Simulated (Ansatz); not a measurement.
# SrAlH3 (Pm-3m): a soft mode frozen in

Aim: this structure of SrAlH3 (Pm-3m) is to be tested for unstable modes, and one is followed downhill.

Main program and level: Ansatz 0.2.0; DFT PBEsol, scalar-relativistic, plane waves, PAW; PAW set soft_1.

### Step 1. Set-up

It takes space group Pm-3m (No. 221, cubic). Conventional cell: a = 4.496 Å, b = 4.496 Å, c = 4.496 Å, α = 90.00°, β = 90.00°, γ = 90.00°. Sr has 6 H at 2.25 Å nearest. Al has 12 H at 3.18 Å nearest. Nearest to H lie 2 Sr at 2.25 Å. Farther neighbours, and contacts between anions beyond the nearest, are not listed.

### Step 2. Phonons on a q mesh

Stability and thermal properties need the whole zone. Linear response on a 4×4×4 q mesh gives force constants as far as a supercell of that size would.

input.yaml reads:

```yaml
crystal:
  lattice:
    - [4.4956135358, 0.0, 0.0]
    - [0.0, 4.4956135358, 0.0]
    - [0.0, 0.0, 4.4956135358]
  atoms:
    - { symbol: Sr, position: [0.5, 0.5, 0.5] }
    - { symbol: Al, position: [0.0, 0.0, 0.0] }
    - { symbol: H, position: [0.0, 0.5, 0.5] }
    - { symbol: H, position: [0.5, 0.5, 0.0] }
    - { symbol: H, position: [0.5, 0.0, 0.5] }
kpoints:
  mp_grid: { grid: [8, 8, 8] }
hamiltonian:
  xc: pbesol
  pseudopotentials: { kind: paw, azcp: { folder: soft_1 }, xc_functional: pbe }
scf:
  occupations: { method: methfessel_paxton, width: 0.2 }
output:
  eigenvalues: true
phonons:
  method: dfpt
  qmesh: [4, 4, 4]
  temperatures: { t_max: 1000, t_step: 50 }
  qpath:
    path:
      - [[0.0, 0.0, 0.0], [0.0, 0.5, 0.0], [0.5, 0.5, 0.0], [0.0, 0.0, 0.0], [0.5, 0.5, 0.5], [0.0, 0.5, 0.0]]
      - [[0.5, 0.5, 0.5], [0.5, 0.5, 0.0]]
    npoints: 10
```

The run is started by

```console
> ansatz run input.yaml --threads 4 --pin off --max-ram 10240MiB --backend cpu --events-out ev --progress --plain --runs-dir out
```

What it wrote:

```text
Engine: ansatz 0.2.0, aarch64-unknown-linux-gnu
Pseudopotentials: kind: paw
Pseudopotential: Sr, paw, valence charge 10, recommended cutoff 420 eV (normal), soft_1/Sr.paw.azcp
Pseudopotential: Al, paw, valence charge 3, recommended cutoff 420 eV (normal), soft_1/Al.paw.azcp
Pseudopotential: H, paw, valence charge 1, recommended cutoff 420 eV (normal), soft_1/H.paw.azcp
Functional definition: PBEsol
  exchange = pbesol_x
  correlation = pbesol_c
Crystal: 5 atoms, lattice volume = 90.859 Å³
Basis set: ecut = 420 eV, 1791 PW (Γ), exchange–correlation on 64×64×64 points (8 copies of the dense FFT grid, shifted against one another)
Bands: 13, of which v1, the nominal top of the filled ones, is band 8 counted from 1 (7 counted from 0)
Symmetry: 48 space group operations
k-points: 35 of 512
Non-local potential: Sr, projectors of the file, l = 0: 3, l = 1: 2, l = 2: 2
Non-local potential: Al, projectors of the file, l = 0: 2, l = 1: 2, l = 2: 1
Non-local potential: H, projectors of the file, l = 0: 2, l = 1: 1
PAW form: soft (Blöchl's): semilocal exchange-correlation on the pseudo side does not see the compensation charge
PAW frozen core: Sr, regenerated for the run's functional, and the local potential with it (the file was generated under x = pbe(κ = 0.804, μ = 0.219515), c = pbe(β = 0.066725))
PAW frozen core: Al, regenerated for the run's functional, and the local potential with it (the file was generated under x = pbe(κ = 0.804, μ = 0.219515), c = pbe(β = 0.066725))
PAW one-centre angular grid: Sr, 110 points (default); XC on 64 Gauss nodes
PAW one-centre angular grid: Al, 110 points (default); XC on 64 Gauss nodes
PAW one-centre angular grid: H, 110 points (default); XC on 64 Gauss nodes
Initial density: superposition of atomic densities (chi_scale 0.1, normalization cell, long waves kept (reshape's long-wave potential 0.00 eV rms))
Initial wavefunctions: pseudopotential atomic-orbital guess
Functional: x = pbesol(κ = 0.804, μ = 0.123457), c = pbesol(β = 0.046)
SCF iter   1: F=—  HF=-4064.007231 eV  |F-HF|=—  |Δ(HF+E_count)|=         —  Δρ=5.72e-2  dr2=5.26e0  ethr=3.10e-3  ⟨swp⟩=7.8  Hψ=3656  notcnv=0
preconditioner: auto → Kerker (q_TF=auto, 2.043 Å⁻¹)  [metal: Δε(μ)=0.049 eV  Ē_g=6.432 eV  σ=0.200 eV  W_gap=0.21  n_scr=18 (ndim 8)  ℏωp=11.0 eV  f_vac=0.000  D(μ)=0.05/eV (n_scr^D=0)]
SCF iter   2: F=—  HF=-4062.729870 eV  |F-HF|=—  |Δ(HF+E_count)|=    1.28e0  S|Δr|=    0.00e0  Δρ=2.86e-2  dr2=1.87e0  ethr=3.10e-3  ⟨swp⟩=2.8  Hψ=1026  notcnv=0  defer=25
preconditioner: auto → Resta (q_TF=auto, 2.043 Å⁻¹)  ε∞=4.3  [insulator: Δε(μ)=0.224 eV  Ē_g=6.094 eV  σ=0.200 eV  W_gap=0.67  n_scr=18 (ndim 8)  ℏωp=11.0 eV  f_vac=0.000  D(μ)=0.06/eV (n_scr^D=0)  ε∞_Penn≈4.3]
SCF iter   3: F=—  HF=-4062.085451 eV  |F-HF|=—  |Δ(HF+E_count)|=   6.44e-1  S|Δr|=    0.00e0  Δρ=7.95e-3  dr2=4.28e-2  ethr=3.10e-3  ⟨swp⟩=3.1  Hψ=870  notcnv=0  defer=25
SCF iter   4: F=—  HF=-4062.076874 eV  |F-HF|=—  |Δ(HF+E_count)|=   8.58e-3  S|Δr|=    0.00e0  Δρ=1.89e-3  dr2=9.15e-3  ethr=2.67e-4  ⟨swp⟩=2.6  Hψ=876  notcnv=0  defer=26
SCF iter   5: F=—  HF=-4062.074389 eV  |F-HF|=—  |Δ(HF+E_count)|=   2.48e-3  S|Δr|=    0.00e0  Δρ=4.19e-4  dr2=2.83e-4  ethr=5.72e-5  ⟨swp⟩=2.0  Hψ=549  notcnv=0  defer=26
SCF iter   6: F=—  HF=-4062.074343 eV  |F-HF|=—  |Δ(HF+E_count)|=   4.67e-5  S|Δr|=    0.00e0  Δρ=5.95e-5  dr2=6.25e-6  ethr=1.77e-6  ⟨swp⟩=2.0  Hψ=558  notcnv=0  defer=26
SCF iter   7: F=—  HF=-4062.074349 eV  |F-HF|=—  |Δ(HF+E_count)|=   6.16e-6  S|Δr|=    0.00e0  Δρ=2.19e-5  dr2=8.07e-7  ethr=3.91e-8  ⟨swp⟩=2.4  Hψ=691  notcnv=0  defer=26
SCF iter   8: F=—  HF=-4062.074346 eV  |F-HF|=—  |Δ(HF+E_count)|=   2.79e-6  S|Δr|=    0.00e0  Δρ=2.85e-6  dr2=1.39e-8  ethr=5.04e-9  ⟨swp⟩=2.2  Hψ=539  notcnv=0  defer=26
SCF iter   9: F=—  HF=-4062.074346 eV  |F-HF|=—  |Δ(HF+E_count)|=   4.98e-9  S|Δr|=    0.00e0  Δρ=4.45e-7  dr2=5.91e-11  ethr=8.69e-11  ⟨swp⟩=2.1  Hψ=614  notcnv=0  defer=26
SCF iter  10: F=-4062.074346 eV  HF=-4062.074346 eV  |F-HF|=2.27e-12  |Δ(HF+E_count)|=  7.09e-11  S|Δr|=    0.00e0  Δρ=7.25e-8  dr2=5.72e-12  ethr=1.00e-12  ⟨swp⟩=14.0  Hψ=3519  notcnv=0
SCF 1 converged in 10 iterations: F = -4062.074346 eV  dr2 = 5.72e-12
  greatest PAW one-centre occupation: 0.987 electrons in one spin orbital (limit 2), on the Sr atom at site 0 (counted from 0), in its partial waves of l = 0
Initial density: read from a saved state, or passed on in memory by an earlier SCF of this step, an earlier step, the calling program or the single point that the run made first
iter 1 solved again at ethr=3.14e-7 eV; its pass at ethr=3.10e-3 eV (dr2=5.02e-5 eV) is discarded
SCF iter   1: F=—  HF=-4062.074344 eV  |F-HF|=—  |Δ(HF+E_count)|=         —  Δρ=5.08e-7  dr2=1.82e-10  ethr=3.14e-7  ⟨swp⟩=3.9  Hψ=5147  notcnv=0
eigensolver tolerance schedule: the retry pair's looser diagonalisation over-reported the residual by 276157.94 of it (diagonalisation noise at an unbounded share of the residual, at the tolerance the schedule requests for it); recorded, not acted on — ethr = c·dr2/N_el stays at c = 1.0e-1
preconditioner: auto → Resta (q_TF=auto, 2.043 Å⁻¹)  ε∞=4.6  [insulator: Δε(μ)=0.142 eV  Ē_g=5.834 eV  σ=0.200 eV  W_gap=0.56  n_scr=18 (ndim 8)  ℏωp=11.0 eV  f_vac=0.000  D(μ)=0.31/eV (n_scr^D=0)  ε∞_Penn≈4.6]
SCF iter   2: F=—  HF=-4062.074346 eV  |F-HF|=—  |Δ(HF+E_count)|=   1.85e-6  S|Δr|=    0.00e0  Δρ=2.54e-7  dr2=3.78e-11  ethr=1.14e-12  ⟨swp⟩=4.7  Hψ=1331  notcnv=0
SCF iter   3: F=—  HF=-4062.074346 eV  |F-HF|=—  |Δ(HF+E_count)|=  1.82e-12  S|Δr|=    0.00e0  Δρ=1.63e-7  dr2=1.60e-11  ethr=1.00e-12  ⟨swp⟩=5.4  Hψ=1779  notcnv=0
SCF iter   4: F=-4062.074346 eV  HF=-4062.074346 eV  |F-HF|=1.36e-12  |Δ(HF+E_count)|=  9.55e-12  S|Δr|=    0.00e0  Δρ=5.01e-8  dr2=1.70e-12  ethr=1.00e-12  ⟨swp⟩=2.5  Hψ=881  notcnv=0
SCF 2 converged in 4 iterations: F = -4062.074346 eV  dr2 = 1.70e-12
phonons: the bands overlap, so this run is a metal and interpolates without the dipole-dipole term. If the crystal is really an insulator or semiconductor, its LO-TO splitting is missing
NSCF: frozen V_eff on 35 k-points
NSCF: frozen V_eff on 125 k-points
DFPT response loops at q = (0, 0, 0) (fractional): preconditioner auto → Kerker (q_TF=auto, 2.043 Å⁻¹) (partly filled bands, converged f_vac=0.000); β = 1.00, the filter's whole step (`scf.mixing.beta` (0.50) is not read by the response loops under this deck's `scf.mixing.preconditioner`; to damp them name `kerker` or `kerker_dos`, under which they read `scf.mixing.beta`, and type it under 1.00, their step now; both keys bind the ground state too); Broyden in place of MSR1
NSCF: frozen V_eff on 400 k-points
DFPT response loops at q = (0, 0, 0.25) (fractional): mixed as the last ones told, above
NSCF: frozen V_eff on 250 k-points
DFPT response loops at q = (0, 0, -0.5) (fractional): mixed as the last ones told, above
NSCF: frozen V_eff on 640 k-points
DFPT response loops at q = (0, 0.25, 0.25) (fractional): mixed as the last ones told, above
NSCF: frozen V_eff on 400 k-points
DFPT response loops at q = (0, 0.25, -0.5) (fractional): mixed as the last ones told, above
NSCF: frozen V_eff on 250 k-points
DFPT response loops at q = (0, -0.5, -0.5) (fractional): mixed as the last ones told, above
NSCF: frozen V_eff on 1024 k-points
DFPT response loops at q = (0.25, 0.25, 0.25) (fractional): mixed as the last ones told, above
NSCF: frozen V_eff on 640 k-points
DFPT response loops at q = (0.25, 0.25, -0.5) (fractional): mixed as the last ones told, above
NSCF: frozen V_eff on 400 k-points
DFPT response loops at q = (0.25, -0.5, -0.5) (fractional): mixed as the last ones told, above
NSCF: frozen V_eff on 250 k-points
DFPT response loops at q = (-0.5, -0.5, -0.5) (fractional): mixed as the last ones told, above
SCF converged after 10 iterations
Stability not checked: this state was not tested for a lower state beside it, because cold or Methfessel-Paxton smearing, or corrected tetrahedra, fill the levels in a way that the test cannot read (fill_not_monotonic; see scf.lower_state_search)
Free energy (F): -4062.074346 eV
Harris-Foulkes:  -4062.074346 eV  (|F-HF|=2.27e-12)
Internal energy: -4062.075336 eV  (E = F + TS)
E sigma→0 (E₀):  -4062.074594 eV
Entropy (-TS):   0.000991 eV (0.198 meV/atom)
Fermi energy:    2.811716 eV
Step filling:    the computed levels leave a gap of 0.1422 eV = 0.7 smearing widths at the electron count; against every level under it full and every level over it empty, smearing changes F+E_penalty+E_count by +0.604 meV and its σ→0 estimate by +0.356 meV
--- Per-component energies (eV) ---
  E_band       = -134.606297
  E_kinetic    = 288.596783
  E_local      = -890.089985  (includes V_loc(G=0)·N_el)
  E_nonlocal   = 247.415784
  E_hartree    = 240.560359
  E_xc         = -233.166109
  E_vxc        = -213.304453  (∫ρ·V_xc dr)
  E_paw        = -3097.948180  (= ΣΔE_a)
  E_vpaw       = -48.342420  (= ΣTr[D̂ρ^β])
  E_aug_tail   = -0.002764  (compensation charges beyond the density's cutoff)
  E_ewald      = -617.594712
  E_core_change = 0.153487  (= ΣΔE_core)
  E_smearing   = 0.000991  (= −TS)
  E_closure    = -0.000000  (closes the sum)
  Σ components = -4062.074346   (vs F -4062.074346, Δ=0.00e0)
--- Band table (eV; the first three rows and the last of 35) ---
  k-point 0: bands = [... 4 lower, -3.0198, 0.7202, 0.7202, 2.7485, 5.0527, 5.0527, 5.0527, 8.7194, ... 1 higher]
  k-point 1: bands = [... 4 lower, -2.8945, 0.7115, 0.7486, 2.4747, 5.0367, 5.0367, 5.3855, 8.6971, ... 1 higher]
  k-point 2: bands = [... 4 lower, -2.5352, 0.3797, 0.8199, 2.3683, 4.9926, 4.9926, 5.9379, 8.7326, ... 1 higher]
  k-point 34: bands = [... 4 lower, 0.0213, 1.8419, 1.8419, 1.8419, 2.6901, 2.6901, 2.6901, 8.6194, ... 1 higher]
--- Phonons (Γ-DFPT): 4 representative perturbations + reference (Σ response iterations 12) ---
  ASR residual: 1.639e-4 → 0.000e0 eV/Å²; symmetrization residual: 7.215e-8 eV/Å²
  ASR residual per site (eV/Å²): 1.64e-4 1.82e-5 2.68e-5 2.68e-5 2.68e-5
  Γ frequencies (cm⁻¹): -603.98 -603.98 -603.98 -505.00 -505.00 -505.00 0.00 0.00 0.00 101.58 101.58 101.58 1383.05 1383.05 1383.05
--- Phonons (arbitrary-q DFPT): 10 irreducible q on the 4×4×4 mesh ---
  q = [0.0000, 0.0000, 0.0000] (star 1, of the zone-centre solve; hermiticity 2.06e-8, symmetrization 1.46e-14): -603.98 -603.98 -603.98 -505.00 -505.00 -505.00 -0.00 0.00 0.00 101.58 101.58 101.58 1383.05 1383.05 1383.05
  q = [0.0000, 0.0000, 0.2500] (star 6, 9 solved perturbations in 1560 linear systems a pass and spin channel, the states on 200 of 512 k-point pairs; hermiticity 4.32e-8, symmetrization 4.41e-13): -533.24 -533.24 -487.58 -470.62 -470.62 -126.85 25.44 25.44 76.13 92.46 92.46 182.76 1383.12 1383.12 1402.50
  q = [0.0000, 0.0000, -0.5000] (star 3, 9 solved perturbations in 975 linear systems a pass and spin channel, the states on 125 of 512 k-point pairs; hermiticity 2.56e-8, symmetrization 1.80e-9): -469.54 -469.54 -461.46 -428.68 -428.68 50.30 50.30 55.23 65.92 65.92 115.15 299.43 1383.18 1383.18 1421.25
  q = [0.0000, 0.2500, 0.2500] (star 12, 9 solved perturbations in 2460 linear systems a pass and spin channel, the states on 320 of 512 k-point pairs; hermiticity 5.03e-8, symmetrization 6.10e-14): -632.55 -529.65 -490.22 -440.03 -439.82 11.14 50.77 71.52 74.03 105.78 126.62 262.03 1383.14 1387.79 1415.86
  q = [0.0000, 0.2500, -0.5000] (star 12, 15 solved perturbations on 200 of 512 k-point pairs; hermiticity 1.03e-7, symmetrization 7.09e-9): -562.64 -548.85 -533.38 -435.25 -409.87 -45.86 50.63 68.50 80.75 123.22 146.17 283.37 1383.16 1389.71 1429.43
  q = [0.0000, -0.5000, -0.5000] (star 3, 9 solved perturbations in 975 linear systems a pass and spin channel, the states on 125 of 512 k-point pairs; hermiticity 5.26e-8, symmetrization 4.28e-15): -742.35 -742.35 -565.38 -392.41 -392.41 -102.94 51.14 78.20 78.20 154.62 154.62 299.72 1383.16 1395.13 1442.61
  q = [0.2500, 0.2500, 0.2500] (star 8, 4 solved perturbations in 1376 linear systems a pass and spin channel, the states on 512 of 512 k-point pairs; hermiticity 4.18e-8, symmetrization 1.07e-13): -562.35 -562.35 -552.03 -440.44 -440.44 -121.54 100.50 100.50 106.79 125.27 125.27 224.13 1387.97 1387.97 1423.67
  q = [0.2500, 0.2500, -0.5000] (star 12, 9 solved perturbations in 2460 linear systems a pass and spin channel, the states on 320 of 512 k-point pairs; hermiticity 4.32e-8, symmetrization 4.73e-9): -542.37 -538.32 -499.84 -493.86 -477.18 -205.63 103.93 112.78 130.59 133.58 143.80 196.93 1388.04 1391.62 1435.55
  q = [0.2500, -0.5000, -0.5000] (star 6, 9 solved perturbations in 1560 linear systems a pass and spin channel, the states on 200 of 512 k-point pairs; hermiticity 3.90e-8, symmetrization 2.98e-14): -602.35 -602.35 -550.26 -453.67 -453.67 -314.77 112.98 138.35 138.35 154.75 154.75 182.04 1390.17 1397.23 1445.64
  q = [-0.5000, -0.5000, -0.5000] (star 1, 4 solved perturbations in 350 linear systems a pass and spin channel, the states on 125 of 512 k-point pairs; hermiticity 3.83e-9, symmetrization 1.97e-13): -531.42 -531.42 -531.42 -523.34 -523.34 -523.34 149.36 149.36 149.36 157.48 157.48 157.48 1400.00 1400.00 1451.18
  sum rule: each row above includes the acoustic sum rule's correction from the zone centre's row sums; it moved no ω² by more than (2.69 cm⁻¹)²
  mesh force constants: q→R imaginary residual 9.13e-19; ASR residual 1.639e-4 → 0.000e0 eV/Å²; symmetrization residual 4.441e-15 eV/Å²
  interpolated dispersion: 62 rows × 15 modes
  density of states and harmonic sums: on the 16×16×16 q-mesh, interpolated from the force constants of a 4×4×4 supercell (no non-analytic term)
  largest difference from the sums on the solved wave vectors: F 2.38e-2 eV, S 2.61e-5 and C_V 3.07e-6 eV/K
  zero-point energy: 0.306883 eV/cell   skipped modes (ω ≤ 0): 965, of them read as no rigid motion or as one in doubt: 962 (5.840e0 modes/cell left out, lowest -742.35 cm⁻¹)   left out of the sums: 3.89e-1 of the cell's modes: C_V's classical limit lies that fraction below 3 k_B per atom; for a crystal, a wire or a layer, F and S can be off by more, and a phonons.interpolated_qmesh denser along its periods is the remedy for the sampling
```

Elapsed: 5.7 min, on 4 threads of Arm Neoverse V1, shared host; peak memory 1.4 GiB; 22 min of CPU time.

Numbers from this step:

```
volume per atom                                         : 18.17 Å³
gap on the k-mesh                                       : 0 eV
sum-rule residual before enforcement                    : 1.64e-4 eV/Å²
lowest frequency on the path                            : -742.3 cm⁻¹
point group                                             : m-3m
highest frequency on path, mesh or solved points        : 1451 cm⁻¹
highest optical mode at the zone centre (no LO-TO term) : 1383 cm⁻¹
lowest optical zone-centre mode                         : -604.0 cm⁻¹
lowest mode on the q mesh (acoustic modes at Γ apart)   : -742.4 cm⁻¹
```

Frequencies (cm⁻¹) solved at each irreducible wavevector; negative means imaginary. Frequencies by wavevector, by row:

| q in reciprocal lattice units | star | mode 1 | mode 2 | mode 3 | mode 4 | mode 13 | mode 14 | mode 15 |
| --- | --- | --- | --- | --- | --- | --- | --- | --- |
| 0 0 0 | 1 | -604 | -604 | -604 | -505 | 1383 | 1383 | 1383 |
| 0 0 0.25 | 6 | -533.2 | -533.2 | -487.6 | -470.6 | 1383 | 1383 | 1402 |
| 0 0 -0.5 | 3 | -469.5 | -469.5 | -461.5 | -428.7 | 1383 | 1383 | 1421 |
| 0 0.25 0.25 | 12 | -632.5 | -529.6 | -490.2 | -440 | 1383 | 1388 | 1416 |
| 0 0.25 -0.5 | 12 | -562.6 | -548.9 | -533.4 | -435.2 | 1383 | 1390 | 1429 |
| 0 -0.5 -0.5 | 3 | -742.4 | -742.4 | -565.4 | -392.4 | 1383 | 1395 | 1443 |
| 0.25 0.25 0.25 | 8 | -562.4 | -562.4 | -552 | -440.4 | 1388 | 1388 | 1424 |
| 0.25 0.25 -0.5 | 12 | -542.4 | -538.3 | -499.8 | -493.9 | 1388 | 1392 | 1436 |
| 0.25 -0.5 -0.5 | 6 | -602.4 | -602.4 | -550.3 | -453.7 | 1390 | 1397 | 1446 |
| -0.5 -0.5 -0.5 | 1 | -531.4 | -531.4 | -531.4 | -523.3 | 1400 | 1400 | 1451 |

Interpolated from a 4×4×4 q mesh. The phonon branches at the labelled points (cm⁻¹):

| point | branch 1 | branch 2 | branch 3 | branch 4 | branch 12 | branch 13 | branch 14 | branch 15 |
| --- | --- | --- | --- | --- | --- | --- | --- | --- |
| Γ | -604 | -604 | -604 | -505 | 102 | 1383 | 1383 | 1383 |
| halfway | -533 | -533 | -488 | -471 | 183 | 1383 | 1383 | 1402 |
| X | -470 | -470 | -462 | -429 | 299 | 1383 | 1383 | 1421 |
| halfway | -563 | -549 | -533 | -435 | 283 | 1383 | 1390 | 1429 |
| M | -742 | -742 | -565 | -392 | 300 | 1383 | 1395 | 1443 |
| halfway | -632 | -530 | -490 | -440 | 262 | 1383 | 1388 | 1416 |
| Γ | -604 | -604 | -604 | -505 | 102 | 1383 | 1383 | 1383 |
| halfway | -562 | -562 | -552 | -440 | 224 | 1388 | 1388 | 1424 |
| R | -531 | -531 | -531 | -523 | 158 | 1400 | 1400 | 1451 |
| halfway | -542 | -538 | -500 | -494 | 197 | 1388 | 1392 | 1436 |
| X | -470 | -470 | -462 | -429 | 299 | 1383 | 1383 | 1421 |
| jump to R | -531 | -531 | -531 | -523 | 158 | 1400 | 1400 | 1451 |
| halfway | -602 | -602 | -550 | -454 | 182 | 1390 | 1397 | 1446 |
| M | -742 | -742 | -565 | -392 | 300 | 1383 | 1395 | 1443 |

Symmetry leaves 10 wavevectors to solve. The lowest mode among them, the acoustic zeros apart, lies at q = (0, -0.5, -0.5) and is imaginary, 742.4i cm⁻¹, so the energy falls along it.

### Step 3. The mode frozen in, largest atomic shift 0 Å

The mode followed lies at q = (0, -0.5, -0.5) with frequency 742.3i cm⁻¹ and is 2-fold degenerate, the softest among the wavevectors solved. At small amplitude the pattern taken leaves space group no. 65 by a symmetry search on the positions. The undistorted cell that holds it gives the zero of energy on the same k mesh.

System of this step: SrAlH3. It takes space group Pm-3m (No. 221, cubic). The conventional cell has a = 4.496 Å, b = 4.496 Å, c = 4.496 Å, α = 90.00°, β = 90.00°, γ = 90.00°. Nearest to Sr lie 6 H at 2.25 Å. Nearest to Al lie 12 H at 3.18 Å. Nearest to H lie 2 Sr at 2.25 Å. Nearest to H lie 2 Sr at 2.25 Å. Farther neighbours, and contacts between anions beyond the nearest, are not listed.

input.yaml reads:

```yaml
crystal:
  lattice:
    - [-4.4956135358, 0.0, 0.0]
    - [0.0, -4.4956135358, -4.4956135358]
    - [0.0, -4.4956135358, 4.4956135358]
  atoms:
    - { symbol: Sr, position: [0.5, 0.0, 0.5] }
    - { symbol: Sr, position: [0.5, 0.5, 0.0] }
    - { symbol: Al, position: [0.0, 0.5, 0.5] }
    - { symbol: Al, position: [0.0, 0.0, 0.0] }
    - { symbol: H, position: [0.0, 0.0, 0.5] }
    - { symbol: H, position: [0.0, 0.5, 0.0] }
    - { symbol: H, position: [0.5, 0.25, 0.25] }
    - { symbol: H, position: [0.5, 0.75, 0.75] }
    - { symbol: H, position: [0.5, 0.25, 0.75] }
    - { symbol: H, position: [0.5, 0.75, 0.25] }
kpoints:
  mp_grid: { grid: [8, 6, 6] }
hamiltonian:
  xc: pbesol
  pseudopotentials: { kind: paw, azcp: { folder: soft_1 }, xc_functional: pbe }
scf:
  occupations: { method: methfessel_paxton, width: 0.2 }
output:
  forces: true
  stress: true
  eigenvalues: true
```

What it wrote:

```text
[...]
Crystal: 10 atoms, lattice volume = 181.718 Å³
Basis set: ecut = 420 eV, 3531 PW (Γ), exchange–correlation on 64×90×90 points (8 copies of the dense FFT grid, shifted against one another)
Bands: 26, of which v1, the nominal top of the filled ones, is band 16 counted from 1 (15 counted from 0)
Symmetry: 32 space group operations
[...]
k-points: 50 of 288
[...]
k-point 0: bands = [... 12 lower, 0.7208, 0.9923, 0.9923, 2.7488, 5.0520, 5.0530, 5.0530, 5.5363, ... 5 higher]
  k-point 1: bands = [... 12 lower, 0.7422, 0.9781, 1.2922, 2.4675, 5.0417, 5.0586, 5.3316, 5.4269, ... 5 higher]
  k-point 2: bands = [... 12 lower, 0.7988, 0.9358, 1.6169, 2.0059, 5.0496, 5.0855, 5.2953, 5.3869, ... 5 higher]
  k-point 49: bands = [... 12 lower, 0.9917, 0.9917, 0.9924, 0.9924, 5.5350, 5.5350, 5.5358, 5.5358, ... 5 higher]
[key lines of the parts left out:]
SCF converged after 8 iterations
Free energy (F): -8124.148542 eV
Fermi energy:    2.822417 eV
P = ⅓ Tr σ = 0.0009 GPa (0.009 kbar)
```

Run time: 5.2 s. Hardware: 4 threads; peak memory 0.54 GiB.

This step gave:

```
pressure                         : 9.36e-4 GPa
energy from the undistorted cell : 0 meV/atom
```

The run ends at a pressure of 0.00 GPa.

(Part 1 of 3 ends here.)

[Long decimals in the printed logs are rounded to 6 places.]

[Logs are printed without paths, hosts, clocks, repeated set-up lines and the standing remarks that a program may print on its own settings, such as how far it seeks lower states.]

[Hosts, paths, dates, database ids (printed as entryN), source tags and the programs' standing remarks are cut or masked in the printed files.]

[Where the starting crystal was built by hand or by swapping elements, it need not be the compound's stable phase.]
